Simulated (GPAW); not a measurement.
# BaAlGeH (P3m1): energy against volume by EXX+RPA

Wanted: an EXX+RPA curve for BaAlGeH (P3m1), with cost and noise.

Method: LDA and many-body steps on it, plane waves, in GPAW 26.7.0.

The raw output is cut from this account; settings, times and results stay.

## Step 1: Starting point

The structure is trigonal, space group P3m1 (No. 156). Conventional cell: a = 4.345 Å, b = 4.345 Å, c = 5.216 Å, α = 90.00°, β = 90.00°, γ = 120.00°. Nearest to Ba lie 3 H at 2.60 Å. Nearest to Al lie 1 H at 1.73 Å and 3 Ge at 2.55 Å. Ge has 3 Al at 2.55 Å nearest. Nearest to H lie 1 Al at 1.73 Å and 3 Ba at 2.60 Å. Farther neighbours, and contacts between anions beyond the nearest, are not listed.

The cell and positions come from the Crystallography Open Database and are kept as given unless a step says otherwise.

## Step 2: Ground state

This step: GPAW 26.7.0; DFT, LDA, plane waves, PAW.

The ground-state density comes first.

File run.py:

```python
import json
import numpy as np
from gpaw.mpi import world
from ase import Atoms
from gpaw import GPAW, PW, FermiDirac

atoms = Atoms(['Ba', 'Al', 'Ge', 'H'],
    cell=[[4.3448400000, 0.0000000000, 0.0000000000],
      [-2.1724200000, 3.7627418154, 0.0000000000],
      [0.0000000000, 0.0000000000, 5.2160600000]],
    scaled_positions=[[0.0000000000, 0.0000000000, 0.0000000000],
      [0.6666666667, 0.3333333333, 0.5395000000],
      [0.3333333333, 0.6666666667, 0.4551000000],
      [0.6666666667, 0.3333333333, 0.8703000000]],
    pbc=(True, True, True))
calc = GPAW(mode=PW(600),
    xc='LDA',
    kpts={'size': (6, 6, 6), 'gamma': True},
    occupations=FermiDirac(0.001),
    nbands=-8,
    convergence={'density': 1e-6, 'bands': -3},
    maxiter=100,
    txt='gs.txt')
atoms.calc = calc
res = {'energy': atoms.get_potential_energy()}
kpts = calc.get_ibz_k_points()
res['kpts'] = kpts
res['eigenvalues'] = [calc.get_eigenvalues(kpt=k) for k in range(len(kpts))]
res['n_electrons'] = calc.get_number_of_electrons()
calc.write('gs.gpw')

if world.rank == 0:
    with open('result.json', 'w') as f:
        json.dump(res, f, default=lambda x: x.tolist())
```

Started as:

```
mpirun -n 4 gpaw python run.py
```

It took 7.7 s on 4 MPI ranks of Arm Neoverse V2, shared host; peak memory 0.72 GiB; 30 s of CPU time.

Read from the output:

```
total energy               : -17.36 eV
gap                        : 0.7563 eV
k of the valence top       : 0, 0, 0.5
k of the conduction bottom : 0.5, 0.5, 0.1667
least direct gap           : 1.260 eV
```

The gap is indirect, with the least direct gap 0.50 eV higher.

## Step 3: Empty states on the mesh

The sums over transitions need many empty states on a uniform mesh; this step solves for them.

Edit run.py of step 2 so:

```diff
@@ -17,10 +17,12 @@
     xc='LDA',
-    kpts={'size': (6, 6, 6), 'gamma': True},
+    kpts={'size': (3, 3, 2), 'gamma': True},
     occupations=FermiDirac(0.001),
-    nbands=-8,
-    convergence={'density': 1e-6, 'bands': -3},
-    maxiter=100,
-    txt='gs.txt')
+    convergence={'density': 1e-6},
+    parallel={'domain': 1, 'band': 1},
+    txt='nscf.txt')
 atoms.calc = calc
-res = {'energy': atoms.get_potential_energy()}
+atoms.get_potential_energy()
+calc.diagonalize_full_hamiltonian(nbands=438)
+calc.write('full.gpw', mode='all')
+res = {}
 kpts = calc.get_ibz_k_points()
@@ -29,3 +31,2 @@
 res['n_electrons'] = calc.get_number_of_electrons()
-calc.write('gs.gpw')
```

Started as:

```
mpirun -n 4 gpaw python run.py
```

Run time: 41 s. Hardware: 4 MPI ranks; peak memory 2.9 GiB; 2.7 min of CPU time.

Numbers from this step:

- gap: 1.071 eV
- k of the valence top: 0, 0, 0.5
- k of the conduction bottom: 0, 0, 0
- least direct gap: 1.262 eV
- k points computed: 6
- lowest point of the top converged band, above the valence top: 158.7188 eV

On this mesh the gap is 1.071 eV. The earlier step found 0.756 eV, so this mesh misses an edge.

## Step 4: EXX and RPA energies

The RPA correlation energy is summed at several response cutoffs, since it converges slowly from above.

This step: EXX+RPA on LDA, plane waves, PAW.

File run.py:

```python
import json
import numpy as np
from gpaw.mpi import world
from gpaw.hybrids.energy import non_self_consistent_energy
from gpaw.xc.rpa import RPACorrelation

exx = non_self_consistent_energy('full.gpw', 'EXX')
ecut = [93.6, 109.2, 124.8, 140.4, 156.0]
rpa = RPACorrelation('full.gpw', ecut=ecut, nfrequencies=10, skip_gamma=False, txt='rpa.txt')
res = {'exx_terms': exx, 'ec': rpa.calculate()}

if world.rank == 0:
    with open('result.json', 'w') as f:
        json.dump(res, f, default=lambda x: x.tolist())
```

Started as:

```
mpirun -n 4 gpaw python run.py
```

Elapsed: 97 s, on 4 MPI ranks; peak memory 1.7 GiB; 6.5 min of CPU time.

Read from the output:

- EXX total energy: -169.9160 eV
- DFT energy on this mesh: -17.13 eV
- RPA correlation, extrapolated: -25.24 eV
- EXX+RPA energy: -195.1518 eV

Extrapolated over the last four rungs as cutoff^-3/2; the ladder scales with the cell. RPA ladder, by row:

| response cutoff (eV) | correlation energy (eV) |
| --- | --- |
| 93.6 | -20.51 |
| 109.2 | -21.37 |
| 124.8 | -22.04 |
| 140.4 | -22.57 |
| 156 | -22.98 |

## Step 5: EXX and RPA energies, volume -5%

The cell differs from the one that the last finished run ended in (a 4.345 → 4.271 Å, b 4.345 → 4.271 Å, c 5.216 → 5.128 Å).

Edit run.py of step 4 so:

```diff
@@ -7,3 +7,3 @@
 exx = non_self_consistent_energy('full.gpw', 'EXX')
-ecut = [93.6, 109.2, 124.8, 140.4, 156.0]
+ecut = [96.856, 112.999, 129.141, 145.284, 161.427]
 rpa = RPACorrelation('full.gpw', ecut=ecut, nfrequencies=10, skip_gamma=False, txt='rpa.txt')
```

Started as:

```
mpirun -n 4 gpaw python run.py
```

Run time: 97 s. Hardware: 4 MPI ranks; peak memory 1.6 GiB; 6.4 min of CPU time.

Numbers from this step:

```
EXX total energy              : -169.7557 eV
DFT energy on this mesh       : -17.16 eV
RPA correlation, extrapolated : -25.36 eV
EXX+RPA energy                : -195.1184 eV
```

## Step 6: EXX and RPA energies, volume +5%

The cell differs from the one that the last finished run ended in (a 4.271 → 4.416 Å, b 4.271 → 4.416 Å, c 5.128 → 5.302 Å).

Edit run.py of step 5 so:

```diff
@@ -7,3 +7,3 @@
 exx = non_self_consistent_energy('full.gpw', 'EXX')
-ecut = [96.856, 112.999, 129.141, 145.284, 161.427]
+ecut = [90.604, 105.705, 120.806, 135.907, 151.007]
 rpa = RPACorrelation('full.gpw', ecut=ecut, nfrequencies=10, skip_gamma=False, txt='rpa.txt')
```

Started as:

```
mpirun -n 4 gpaw python run.py
```

Elapsed: 98 s, on 4 MPI ranks; peak memory 1.7 GiB.

This step gave:

```
EXX total energy              : -169.9776 eV
DFT energy on this mesh       : -17.03 eV
RPA correlation, extrapolated : -25.15 eV
EXX+RPA energy                : -195.1250 eV
```

## Step 7: EXX and RPA energies, volume -10%

The cell differs from the one that the last finished run ended in (a 4.416 → 4.195 Å, b 4.416 → 4.195 Å, c 5.302 → 5.036 Å).

Edit run.py of step 6 so:

```diff
@@ -7,3 +7,3 @@
 exx = non_self_consistent_energy('full.gpw', 'EXX')
-ecut = [90.604, 105.705, 120.806, 135.907, 151.007]
+ecut = [100.411, 117.146, 133.881, 150.616, 167.351]
 rpa = RPACorrelation('full.gpw', ecut=ecut, nfrequencies=10, skip_gamma=False, txt='rpa.txt')
```

Started as:

```
mpirun -n 4 gpaw python run.py
```

Wall time 97 s (4 MPI ranks); peak memory 1.7 GiB.

Read from the output:

| Item | Value |
| --- | --- |
| EXX total energy | -169.4724 eV |
| DFT energy on this mesh | -17.10 eV |
| RPA correlation, extrapolated | -25.52 eV |
| EXX+RPA energy | -194.9968 eV |

## Step 8: EXX and RPA energies, volume +10%

The cell differs from the one that the last finished run ended in (a 4.195 → 4.485 Å, b 4.195 → 4.485 Å, c 5.036 → 5.384 Å).

Edit run.py of step 7 so:

```diff
@@ -7,3 +7,3 @@
 exx = non_self_consistent_energy('full.gpw', 'EXX')
-ecut = [100.411, 117.146, 133.881, 150.616, 167.351]
+ecut = [87.838, 102.477, 117.117, 131.756, 146.396]
 rpa = RPACorrelation('full.gpw', ecut=ecut, nfrequencies=10, skip_gamma=False, txt='rpa.txt')
```

Started as:

```
mpirun -n 4 gpaw python run.py
```

Run time: 2.1 min. Hardware: 4 MPI ranks; peak memory 1.8 GiB.

This step gave:

```
EXX total energy              : -169.9590 eV
DFT energy on this mesh       : -16.89 eV
RPA correlation, extrapolated : -25.10 eV
EXX+RPA energy                : -195.0606 eV
```

## Step 9: The curve

Energies in meV per atom from the starting cell, scaled with fractional positions kept. Times are wall times on 4 MPI ranks of Arm Neoverse V2, shared host, good to a factor of about two.

| volume (Å³/atom) | LDA | EXX | EXX+RPA | time |
| --- | --- | --- | --- | --- |
| 19.19 | 7 | 111 | 39 | 97 s |
| 20.25 | -7 | 40 | 8 | 97 s |
| 21.32 | 0 | 0 | 0 | 97 s |
| 22.38 | 23 | -15 | 7 | 98 s |
| 23.45 | 59 | -11 | 23 | 2.1 min |

## Step 10: What came out

| Property | Result |
| --- | --- |
| LDA | minimum near 20.5 Å³/atom |
| EXX | minimum near 22.6 Å³/atom |
| EXX+RPA | minimum near 21.6 Å³/atom |

**Reading.** A parabola through the points gives: LDA, minimum near 20.5 Å³/atom; EXX, minimum near 22.6 Å³/atom; EXX+RPA, minimum near 21.6 Å³/atom. The extrapolated correlation energy is far from exact, and only its change with volume is used, so the RPA minimum is rough. Orbitals are those of the functional, the mesh is coarse and the lattice static.

[Long decimals in the printed logs are rounded to 6 places.]

[Logs are printed without paths, hosts, clocks, repeated set-up lines and the standing remarks that a program may print on its own settings, such as how far it seeks lower states.]

[Paths, hosts, dates, memory and timing lines, banners, echoed tables and standing remarks are left out of the program output; an Ansatz launch command may be rebuilt from the run's recorded settings. Measured values are a selection of at most five: reports struck by readers or far from the other reports are left out. None is set beside runs whose start may be inverted or whose files or cutoffs have a known fault.]

[Runs of the session that timed out or met a known fault of the program may be left out.]

[Hosts, paths, dates, database ids (printed as entryN), source tags and the programs' standing remarks are cut or masked in the printed files.]

[Where the starting crystal was built by hand or by swapping elements, it need not be the compound's stable phase.]
